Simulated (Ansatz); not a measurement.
# Cr3SnP: relaxing a made-up structure

This structure for Cr3SnP is made up. Its elements were placed in a known structure type with a cell scaled to their sizes. What cell does the guess relax to, and how far off was it?

Method: DFT, PBEsol, plane-wave PAW, files of the set soft_1, scalar-relativistic, ferromagnetic start, cell and ions relaxed at zero pressure; PAW set soft_1, in Ansatz 0.2.0.

### 1. Set-up

The structure is cubic, space group Pm-3m (No. 221). The conventional cell has a = 4.069 Å, b = 4.069 Å, c = 4.069 Å, α = 90.00°, β = 90.00°, γ = 90.00°. Nearest to Sn lie 12 Cr at 2.88 Å. Cr has 2 P at 2.03 Å and 8 Cr at 2.88 Å and 4 Sn at 2.88 Å nearest. Nearest to P lie 6 Cr at 2.03 Å. Farther neighbours are not listed.

### 2. Relaxing cell and atoms

The guessed cell has no reason to be at equilibrium. It is relaxed with the atoms, within the space group of the guess.

input.yaml reads:

```yaml
crystal:
  lattice:
    - [4.069, 0.0, 0.0]
    - [0.0, 4.069, 0.0]
    - [0.0, 0.0, 4.069]
  atoms:
    - { symbol: Sn, position: [0.0, 0.0, 0.0] }
    - { symbol: Cr, position: [0.5, 0.5, 0.0], spin: 3.0 }
    - { symbol: Cr, position: [0.0, 0.5, 0.5], spin: 3.0 }
    - { symbol: Cr, position: [0.5, 0.0, 0.5], spin: 3.0 }
    - { symbol: P, position: [0.5, 0.5, 0.5] }
magnetization:
  spin_polarized: true
kpoints:
  mp_grid: { grid: [7, 7, 7] }
scf:
  occupations: { method: fermi_dirac, width: 0.05 }
hamiltonian:
  xc: pbesol
  pseudopotentials: { kind: paw, azcp: { folder: soft_1 }, xc_functional: pbe }
relax:
  f_tol: 0.015
  max_steps: 70
  cell: {}
output:
  forces: true
  stress: true
```

The run is started by

```bash
ansatz run input.yaml --threads 4 --pin off --max-ram 8192MiB --backend cpu --events-out ev --progress --plain --runs-dir out
```

Numbers of over 12 decimals in the logs are rounded to 6 here.

The program printed:

```text
Engine: ansatz 0.2.0, aarch64-unknown-linux-gnu
Pseudopotentials: kind: paw
Pseudopotential: Sn, paw, valence charge 14, recommended cutoff 420 eV (normal), soft_1/Sn.paw.azcp
Pseudopotential: Cr, paw, valence charge 14, recommended cutoff 420 eV (normal), soft_1/Cr.paw.azcp
Pseudopotential: P, paw, valence charge 5, recommended cutoff 420 eV (normal), soft_1/P.paw.azcp
Functional definition: PBEsol
  exchange = pbesol_x
  correlation = pbesol_c
Crystal: 5 atoms, lattice volume = 67.369 Å³
Basis set: ecut = 420 eV, 1357 PW (Γ), exchange–correlation on 60×60×60 points (8 copies of the dense FFT grid, shifted against one another)
Bands: 42, of which v1, the nominal top of the filled ones, is band 31 counted from 1 (30 counted from 0)
Symmetry: 48 space group operations
Space group: Pm-3m (ITA 221), of the structure as read, at distance tolerance 4.1e-5 Å
Magnetic group: BNS 221.92 (UNI 1594), of the structure as read, at distance tolerance 4.1e-5 Å
k-points: 20 of 343
Non-local potential: Sn, projectors of the file, l = 0: 2, l = 1: 2, l = 2: 2, l = 3: 1
Non-local potential: Cr, projectors of the file, l = 0: 3, l = 1: 2, l = 2: 3, l = 3: 1
Non-local potential: P, projectors of the file, l = 0: 2, l = 1: 2, l = 2: 1
PAW form: soft (Blöchl's): semilocal exchange-correlation on the pseudo side does not see the compensation charge
PAW frozen core: Sn, regenerated for the run's functional, and the local potential with it (the file was generated under x = pbe(κ = 0.804, μ = 0.219515), c = pbe(β = 0.066725))
PAW frozen core: Cr, regenerated for the run's functional, and the local potential with it (the file was generated under x = pbe(κ = 0.804, μ = 0.219515), c = pbe(β = 0.066725))
PAW frozen core: P, regenerated for the run's functional, and the local potential with it (the file was generated under x = pbe(κ = 0.804, μ = 0.219515), c = pbe(β = 0.066725))
PAW one-centre angular grid: Sn, 590 points (default); XC on 64 Gauss nodes
PAW one-centre angular grid: Cr, 590 points (default); XC on 64 Gauss nodes
PAW one-centre angular grid: P, 110 points (default); XC on 64 Gauss nodes
Initial density: superposition of atomic densities (chi_scale 0.1, normalization cell)
Starting moments: Σ|m| = 9 μB on 3 of 5 sites
Initial wavefunctions: pseudopotential atomic-orbital guess
Functional: x = pbesol(κ = 0.804, μ = 0.123457), c = pbesol(β = 0.046)
SCF iter   1: F=—  HF=-16740.825129 eV  |F-HF|=—  |Δ(HF+E_count)|=         —  Δρ=1.28e-1 (↑1.28e-1 ↓5.49e-2)  dr2=1.98e1  dr2_m=1.79e0  M=5.725 μB ∫|m|=6.117 μB  β_m=0.30  ethr=3.10e-3  ⟨swp⟩=7.7  Hψ=7306  notcnv=0
Mixer restart at iter 1: flushing history
preconditioner: auto → Kerker (q_TF=auto, 2.684 Å⁻¹)  [metal: Δε(μ)=0.035 eV  Ē_g=12.539 eV  σ=0.050 eV  W_gap=0.17  n_scr=26 (ndim 8)  ℏωp=27.5 eV  f_vac=0.000  D(μ)=2.36/eV (n_scr^D=18)]
spin=Collinear: Kerker preconditioning applied to the charge; magnetization (m = ρ↑ − ρ↓) channel mixes plain (no charge-response kernel on spin).
SCF iter   2: F=—  HF=-16736.088578 eV  |F-HF|=—  |Δ(HF+E_count)|=    4.74e0  Δρ=6.31e-2 (↑6.31e-2 ↓3.46e-2)  dr2=5.65e0  dr2_m=6.18e-1  M=5.761 μB ∫|m|=6.186 μB  β_m=0.44  ethr=3.10e-3  ⟨swp⟩=3.2  Hψ=3773  notcnv=0  defer=80
SCF iter   3: F=—  HF=-16734.606479 eV  |F-HF|=—  |Δ(HF+E_count)|=    1.48e0  Δρ=2.07e-2 (↑1.72e-2 ↓2.07e-2)  dr2=5.55e-1  dr2_m=1.31e-1  M=5.476 μB ∫|m|=5.921 μB  β_m=0.70  ethr=3.10e-3  ⟨swp⟩=2.9  Hψ=2840  notcnv=0  defer=83
SCF iter   4: F=—  HF=-16735.030113 eV  |F-HF|=—  |Δ(HF+E_count)|=   4.24e-1  Δρ=1.07e-2 (↑8.87e-3 ↓1.07e-2)  dr2=5.46e-2  dr2_m=5.35e-2  M=4.885 μB ∫|m|=5.283 μB  β_m=0.85  ethr=9.09e-4  ⟨swp⟩=3.0  Hψ=3060  notcnv=0  defer=85
SCF iter   5: F=—  HF=-16736.310772 eV  |F-HF|=—  |Δ(HF+E_count)|=         —  Δρ=9.28e-2 (↑9.28e-2 ↓8.09e-2)  dr2=2.52e-1  dr2_m=4.51e0  M=0.790 μB ∫|m|=1.134 μB  β_m=1.00  ethr=8.94e-5  ⟨swp⟩=3.0  Hψ=3071  notcnv=0  defer=85
Mixer restart at iter 5: flushing history
SCF iter   6: F=—  HF=-16735.397242 eV  |F-HF|=—  |Δ(HF+E_count)|=   9.14e-1  Δρ=1.19e-2 (↑9.41e-3 ↓1.19e-2)  dr2=1.34e-2  dr2_m=6.44e-2  M=0.512 μB ∫|m|=0.639 μB  β_m=0.85  ethr=8.20e-5  ⟨swp⟩=3.2  Hψ=3822  notcnv=0  defer=92
SCF iter   7: F=—  HF=-16735.399114 eV  |F-HF|=—  |Δ(HF+E_count)|=   1.87e-3  Δρ=8.20e-3 (↑8.20e-3 ↓3.98e-3)  dr2=1.14e-2  dr2_m=2.23e-2  M=0.367 μB ∫|m|=0.436 μB  β_m=0.92  ethr=2.20e-5  ⟨swp⟩=2.4  Hψ=3587  notcnv=0  defer=91
SCF iter   8: F=—  HF=-16735.399532 eV  |F-HF|=—  |Δ(HF+E_count)|=   4.18e-4  Δρ=5.11e-3 (↑1.46e-3 ↓5.11e-3)  dr2=1.12e-2  dr2_m=4.84e-3  M=0.279 μB ∫|m|=0.318 μB  β_m=0.96  ethr=1.87e-5  ⟨swp⟩=2.2  Hψ=3291  notcnv=0  defer=91
SCF iter   9: F=—  HF=-16735.396938 eV  |F-HF|=—  |Δ(HF+E_count)|=   2.59e-3  Δρ=1.32e-3 (↑7.46e-4 ↓1.32e-3)  dr2=3.39e-4  dr2_m=6.38e-4  M=0.150 μB ∫|m|=0.165 μB  β_m=0.98  ethr=1.83e-5  ⟨swp⟩=2.0  Hψ=3072  notcnv=0  defer=91
SCF iter  10: F=—  HF=-16735.396987 eV  |F-HF|=—  |Δ(HF+E_count)|=   4.86e-5  Δρ=5.12e-4 (↑5.12e-4 ↓2.08e-4)  dr2=1.33e-4  dr2_m=5.69e-5  M=0.048 μB ∫|m|=0.053 μB  β_m=0.99  ethr=5.55e-7  ⟨swp⟩=2.4  Hψ=3019  notcnv=0  defer=91
SCF iter  11: F=—  HF=-16735.397046 eV  |F-HF|=—  |Δ(HF+E_count)|=   5.92e-5  Δρ=2.27e-4 (↑2.27e-4 ↓1.71e-4)  dr2=8.31e-6  dr2_m=2.27e-5  M=0.031 μB ∫|m|=0.034 μB  β_m=1.00  ethr=2.18e-7  ⟨swp⟩=2.4  Hψ=2684  notcnv=0  defer=91
SCF iter  12: F=—  HF=-16735.397035 eV  |F-HF|=—  |Δ(HF+E_count)|=   1.08e-5  Δρ=7.66e-5 (↑3.68e-5 ↓7.66e-5)  dr2=1.38e-6  dr2_m=1.84e-6  M=0.008 μB ∫|m|=0.009 μB  β_m=1.00  ethr=1.36e-8  ⟨swp⟩=2.5  Hψ=3072  notcnv=0  defer=91
SCF iter  13: F=—  HF=-16735.397035 eV  |F-HF|=—  |Δ(HF+E_count)|=   4.42e-7  Δρ=1.11e-5 (↑8.42e-6 ↓1.11e-5)  dr2=2.15e-7  dr2_m=3.44e-9  M=0.000 μB ∫|m|=0.000 μB  β_m=0.99  ethr=2.26e-9  ⟨swp⟩=2.1  Hψ=2973  notcnv=0  defer=91
SCF iter  14: F=—  HF=-16735.397035 eV  |F-HF|=—  |Δ(HF+E_count)|=   6.05e-9  Δρ=2.99e-6 (↑2.63e-6 ↓2.99e-6)  dr2=7.25e-9  dr2_m=3.01e-9  M=-0.001 μB ∫|m|=0.001 μB  β_m=0.98  ethr=3.52e-10  ⟨swp⟩=2.0  Hψ=2441  notcnv=0  defer=91
SCF iter  15: F=—  HF=-16735.397035 eV  |F-HF|=—  |Δ(HF+E_count)|=   1.69e-9  Δρ=1.94e-6 (↑9.12e-7 ↓1.94e-6)  dr2=2.06e-9  dr2_m=1.00e-9  M=-0.000 μB ∫|m|=0.000 μB  β_m=0.99  ethr=1.19e-11  ⟨swp⟩=2.4  Hψ=2791  notcnv=0  defer=91
SCF iter  16: F=—  HF=-16735.397035 eV  |F-HF|=—  |Δ(HF+E_count)|=  1.60e-10  Δρ=2.51e-7 (↑2.40e-7 ↓2.51e-7)  dr2=1.43e-10  dr2_m=1.75e-13  M=-0.000 μB ∫|m|=0.000 μB  β_m=0.99  ethr=3.38e-12  ⟨swp⟩=2.0  Hψ=2838  notcnv=0  defer=91
[...]
the starting moments were not kept: the SCF closed with an absolute magnetisation of 3.8e-1 μB, where they sum to 9 μB in size (3 sites). That is at most 0.1 of that sum.
SCF 3 converged in 10 iterations: F = -16735.694962 eV  dr2 = 2.11e-8
relax step   3: F+E_penalty+E_count = -16735.69496241 eV  Δ(F+E_penalty+E_count) = -5.212e-3 eV  max|allowed force component| = 1.225e-29 eV/Å  Δτ_max = 0.0000 Å  P = -0.265 GPa  Ω = 73.553 Å³  energy of the carried Pulay correction = -2.004e-3 eV  (10 SCF iters, dr2 threshold 5.00e-7 eV, accepted)
[...]
relax step   4: F+E_penalty+E_count = -16735.69509806 eV  Δ(F+E_penalty+E_count) = -1.357e-4 eV  max|allowed force component| = 8.982e-29 eV/Å  Δτ_max = 0.0000 Å  P = +0.006 GPa  Ω = 73.432 Å³  energy of the carried Pulay correction = -1.966e-3 eV  (9 SCF iters, dr2 threshold 1.75e-7 eV, accepted)
Initial wavefunctions: pseudopotential atomic-orbital guess (no wavefunctions were taken with the density)
iter 1 solved again at ethr=2.58e-7 eV; its pass at ethr=3.10e-3 eV (dr2=1.57e-4 eV) is discarded
SCF iter   1: F=—  HF=-16735.697071 eV  |F-HF|=—  |Δ(HF+E_count)|=         —  Δρ=5.82e-4 (↑5.67e-4 ↓5.82e-4)  dr2=2.17e-5  dr2_m=1.14e-7  M=-0.338 μB ∫|m|=0.375 μB  β_m=0.65  ethr=2.58e-7  ⟨swp⟩=3.9  Hψ=11428  notcnv=0
preconditioner: auto → Kerker (q_TF=auto, 2.254 Å⁻¹)  [metal: Δε(μ)=0.030 eV  Ē_g=11.100 eV  σ=0.050 eV  W_gap=0.15  n_scr=18 (ndim 8)  ℏωp=26.4 eV  f_vac=0.000  D(μ)=5.79/eV (n_scr^D=80)]
spin=Collinear: Kerker preconditioning applied to the charge; magnetization (m = ρ↑ − ρ↓) channel mixes plain (no charge-response kernel on spin).
SCF iter   2: F=—  HF=-16735.697173 eV  |F-HF|=—  |Δ(HF+E_count)|=   1.02e-4  Δρ=2.08e-4 (↑2.03e-4 ↓2.08e-4)  dr2=2.82e-6  dr2_m=1.43e-8  M=-0.338 μB ∫|m|=0.375 μB  β_m=0.63  ethr=3.56e-8  ⟨swp⟩=1.3  Hψ=1725  notcnv=0
SCF iter   3: F=—  HF=-16735.697185 eV  |F-HF|=—  |Δ(HF+E_count)|=   1.17e-5  Δρ=1.84e-5 (↑1.77e-5 ↓1.84e-5)  dr2=5.72e-8  dr2_m=6.18e-10  M=-0.338 μB ∫|m|=0.375 μB  β_m=0.60  ethr=4.62e-9  ⟨swp⟩=2.0  Hψ=2127  notcnv=0
SCF iter   4: F=—  HF=-16735.697185 eV  |F-HF|=—  |Δ(HF+E_count)|=   9.38e-8  Δρ=4.45e-6 (↑4.45e-6 ↓3.80e-6)  dr2=6.88e-8  dr2_m=1.10e-10  M=-0.338 μB ∫|m|=0.375 μB  β_m=0.80  ethr=9.37e-11  ⟨swp⟩=2.5  Hψ=2999  notcnv=0
SCF iter   5: F=—  HF=-16735.697185 eV  |F-HF|=—  |Δ(HF+E_count)|=   1.22e-7  Δρ=2.01e-6 (↑2.01e-6 ↓1.85e-6)  dr2=1.89e-8  dr2_m=1.20e-11  M=-0.338 μB ∫|m|=0.375 μB  β_m=0.85  ethr=9.37e-11  ⟨swp⟩=2.1  Hψ=2297  notcnv=0
SCF iter   6: F=—  HF=-16735.697185 eV  |F-HF|=—  |Δ(HF+E_count)|=   2.66e-9  Δρ=1.13e-6 (↑1.13e-6 ↓1.12e-6)  dr2=2.87e-9  dr2_m=5.51e-13  M=-0.338 μB ∫|m|=0.375 μB  β_m=0.92  ethr=3.09e-11  ⟨swp⟩=2.6  Hψ=2872  notcnv=0
SCF iter   7: F=—  HF=-16735.697229 eV  |F-HF|=—  |Δ(HF+E_count)|=   4.46e-5  Δρ=9.04e-7 (↑9.04e-7 ↓6.49e-7)  dr2=8.99e-10  dr2_m=6.70e-11  M=-0.338 μB ∫|m|=0.375 μB  β_m=0.80  ethr=4.71e-12  ⟨swp⟩=2.8  Hψ=3075  notcnv=0
SCF iter   8: F=—  HF=-16735.697229 eV  |F-HF|=—  |Δ(HF+E_count)|=  3.42e-10  Δρ=5.07e-7 (↑5.07e-7 ↓4.94e-7)  dr2=1.64e-10  dr2_m=6.46e-11  M=-0.338 μB ∫|m|=0.375 μB  β_m=0.90  ethr=1.47e-12  ⟨swp⟩=2.0  Hψ=2229  notcnv=0
SCF iter   9: F=—  HF=-16735.697229 eV  |F-HF|=—  |Δ(HF+E_count)|=  8.37e-11  Δρ=2.93e-7 (↑2.13e-7 ↓2.93e-7)  dr2=1.66e-11  dr2_m=3.41e-11  M=-0.338 μB ∫|m|=0.375 μB  β_m=0.95  ethr=1.00e-12  ⟨swp⟩=1.0  Hψ=1680  notcnv=0
SCF iter  10: F=—  HF=-16735.697229 eV  |F-HF|=—  |Δ(HF+E_count)|=  1.46e-11  Δρ=1.50e-7 (↑1.47e-7 ↓1.50e-7)  dr2=2.66e-11  dr2_m=1.43e-13  M=-0.338 μB ∫|m|=0.375 μB  β_m=0.97  ethr=1.00e-12  ⟨swp⟩=1.5  Hψ=1827  notcnv=0
SCF iter  11: F=-16735.697229 eV  HF=-16735.697229 eV  |F-HF|=3.64e-12  |Δ(HF+E_count)|=  2.18e-11  Δρ=9.45e-8 (↑8.64e-8 ↓9.45e-8)  dr2=1.15e-11  dr2_m=5.75e-14  M=-0.338 μB ∫|m|=0.375 μB  ethr=1.00e-12  ⟨swp⟩=2.9  Hψ=4310  notcnv=0
the starting moments were not kept: the SCF closed with an absolute magnetisation of 3.7e-1 μB, where they sum to 9 μB in size (3 sites). That is at most 0.1 of that sum.
SCF 5 converged in 11 iterations: F = -16735.697229 eV  dr2 = 1.15e-11
relax step   5: F+E_penalty+E_count = -16735.69722938 eV  Δ(F+E_penalty+E_count) = -2.131e-3 eV  max|allowed force component| = 1.117e-28 eV/Å  Δτ_max = 0.0000 Å  P = +0.028 GPa  Ω = 73.432 Å³  stress off target by 2.81e-2 GPa  SCF on the basis re-selected at this cell (its energy is not comparable with the rows above)  (11 SCF iters)
basis re-selected at this cell: Δ(F+E_penalty+E_count) = -2.131e-3 eV, ΔP = +0.023 GPa vs the last step (what re-selecting the basis moved, of the pressure what is left beyond the Pulay correction that the steps carried, after the strain that the cell walked since its last selection, with what the two solves' SCF thresholds leave and, on support functions, any second-order correction that the steps lacked; it is no m [...]
an SCF from ferrimagnetic starting moments (0.00, 3.00, -3.00, -3.00, 0.00 Bohr magnetons, atom by atom) was not made, so that it is not known whether that order lies lower: the deck asks for what bars it, or types moments that do (magnetization.spin_polarized, in the input reference, names some of the keys), or the run goes by scf.lower_state_search: light, the default, which as a rule tries one only behind a close  [...]
SCF converged after 11 iterations
Magnetization: -0.3384 μB (30.3308 up, 30.6692 down)
Absolute magnetization: 0.3756 μB (∫|ρ↑−ρ↓|, with the PAW one-centre terms)
Spin contamination: 0.0018 ħ² per cell (⟨S²⟩ above its minimum at these occupations)
Per-site moments (μB) at R_I (Å): [(0.00823641, 1.221435), (-0.100292, 0.863685), (-0.100292, 0.863685), (-0.100292, 0.863685), (0.00454751, 0.863685)]
Free energy (F): -16735.697229 eV
Harris-Foulkes:  -16735.697229 eV  (|F-HF|=3.64e-12)
Internal energy: -16735.649059 eV  (E = F + TS)
E sigma→0 (E₀):  -16735.673144 eV
Entropy (-TS):   -0.048170 eV (-9.634 meV/atom)
Fermi energy:    15.203707 eV
--- Per-component energies (eV) ---
  E_band       = -577.743076
  E_kinetic    = 1162.646902
  E_local      = -5054.763002  (includes V_loc(G=0)·N_el)
  E_nonlocal   = 316.403989
  E_hartree    = 2367.932254
  E_xc         = -545.565060
  E_vxc        = -587.241073  (∫ρ·V_xc dr)
  E_paw        = -8418.651412  (= ΣΔE_a)
  E_vpaw       = -1150.657152  (= ΣTr[D̂ρ^β])
  E_aug_tail   = 0.002962  (compensation charges beyond the density's cutoff)
  E_ewald      = -6564.466629
  E_core_change = 0.810935  (= ΣΔE_core)
  E_smearing   = -0.048170  (= −TS)
  E_closure    = -0.000000  (closes the sum)
  Σ components = -16735.697229   (vs F -16735.697229, Δ=0.00e0)
--- Forces (eV/Å), atoms counted from 1 ---
  atom   1  Sn     0.00000000    -0.00000000     0.00000000
  atom   2  Cr    -0.00000000    -0.00000000     0.00000000
  atom   3  Cr    -0.00000000    -0.00000000    -0.00000000
  atom   4  Cr    -0.00000000    -0.00000000     0.00000000
  atom   5  P     -0.00000000     0.00000000     0.00000000
  max |Σ_I F_I| component: 1.99e-28 eV/Å
--- Stress (GPa, compression-positive) ---
        0.028118       0.000000      -0.000000
        0.000000       0.028118      -0.000000
       -0.000000      -0.000000       0.028118
  P = ⅓ Tr σ = 0.0281 GPa (0.281 kbar)
--- Relaxed structure (4 steps of the walk, 4 accepted, 1 SCFs on fresh bases) ---
  F+E_penalty+E_count = -16735.69722938 eV   max|allowed force component| = 1.117e-28 eV/Å   (the final SCF, on the basis selected at the relaxed cell)
  cell:  # Å, volume = 73.4318 Å³
    - [4.187563, 0, 0]
    - [0, 4.187563, 0.0]
    - [0, 0.0, 4.187563]
  atoms:
    - { symbol: Sn, position: [0, 0, 0] }
    - { symbol: Cr, position: [0.500000, 0.500000, 0] }
    - { symbol: Cr, position: [0, 0.500000, 0.500000] }
    - { symbol: Cr, position: [0.500000, 0, 0.500000] }
    - { symbol: P, position: [0.500000, 0.500000, 0.500000] }
```

It took 17 s on 4 threads of Arm Neoverse V1, shared host; peak memory 0.46 GiB.

Relaxation path:

| step | energy less that of the first step (eV) | largest force component (eV/Å) | pressure (GPa) | volume (Å³) |
| --- | --- | --- | --- | --- |
| 1 | 0.0000 | 0.0000 | 17.13 | 67.37 |
| 2 | -0.2927 | 0.0000 | -1.87 | 74.30 |
| 3 | -0.2979 | 0.0000 | -0.26 | 73.55 |
| 4 | -0.2981 | 0.0000 | 0.01 | 73.43 |
| 5* | -0.3002 | 0.0000 | 0.03 | 73.43 |

Relaxation steps marked * repeat the geometry before them on a plane-wave basis chosen anew for their cell, so energy and pressure can jump there.

The run keeps the 48 symmetry operations that it works with, so distortions that break them were not tested.

```
conventional cell, symmetrised  before  after  change
                         a (Å)   4.069  4.188  +2.9 %
                         b (Å)   4.069  4.188  +2.9 %
                         c (Å)   4.069  4.188  +2.9 %
              volume (Å³/atom)   13.47  14.69  +9.0 %
```

Final coordinates:

```cif
data_structure
_symmetry_space_group_name_H-M 'P 1'
_symmetry_Int_Tables_number 1
_cell_length_a 4.1876
_cell_length_b 4.1876
_cell_length_c 4.1876
_cell_angle_alpha 90.000
_cell_angle_beta 90.000
_cell_angle_gamma 90.000
_cell_volume 73.43
loop_
_atom_site_label
_atom_site_type_symbol
_atom_site_fract_x
_atom_site_fract_y
_atom_site_fract_z
_atom_site_occupancy
Sn1 Sn 0.00000 0.00000 0.00000 1
Cr2 Cr 0.50000 0.50000 0.00000 1
Cr3 Cr 0.00000 0.50000 0.50000 1
Cr4 Cr 0.50000 0.00000 0.50000 1
P5 P 0.50000 0.50000 0.50000 1
```

This step gave:

| Quantity | Value |
| --- | --- |
| free energy | -16735.6972 eV |
| energy at zero smearing | -16735.6731 eV |
| smearing term TS | 0.04817 eV |
| Fermi energy | 15.20 eV |
| magnetization | -0.3384 μB |
| absolute magnetization | 0.3756 μB |
| site moments | 0.008236, -0.1003, -0.1003, -0.1003, 0.004548 μB |
| electrons | 61 |
| symmetry operations | 48 |
| pressure | 0.02812 GPa |

Site moment by atom:

| atom | site moment (μB) |
| --- | --- |
| Sn1 | 0.008 |
| Cr2 | -0.100 |
| Cr3 | -0.100 |
| Cr4 | -0.100 |
| P5 | 0.005 |

The shortest distance of each pair, which need not be the same contact before and after:

| pair | guess (Å) | relaxed (Å) |
| --- | --- | --- |
| Cr–P | 2.034 | 2.094 |
| Cr–Sn | 2.877 | 2.961 |
| Cr–Cr | 2.877 | 2.961 |
| P–Sn | 3.524 | 3.627 |
| Sn–Sn | 4.069 | 4.188 |

The relaxation ends with a pressure of 0.03 GPa.

### 3. What came out

* space group, relaxed: Pm-3m
* conventional cell: a = 4.188, b = 4.188, c = 4.188 Å; α = 90.0°, β = 90.0°, γ = 90.0°
* volume per atom: 14.69 Å³ (guess 13.47)
* total moment: 0.34 μB in the cell of 5 atoms

In words: Cr3SnP relaxes to Pm-3m with a = 4.188, b = 4.188 and c = 4.188 Å. The guessed volume was 8 % too small. The space group Pm-3m was held in the relaxation, so the end point is a stationary structure within it and may be a saddle against distortions or other arrangements. The input starts from parallel moments, and no other start was typed. Mesh and cutoff weren't tested. No dispersion term is used, so weakly bound directions may come out too long. Nothing here tests whether the compound is stable against decomposition.

[Logs are printed without paths, hosts, clocks, repeated set-up lines and the standing remarks that a program may print on its own settings, such as how far it seeks lower states.]

[Hosts, paths, dates, database ids (printed as entryN), source tags and the programs' standing remarks are cut or masked in the printed files.]
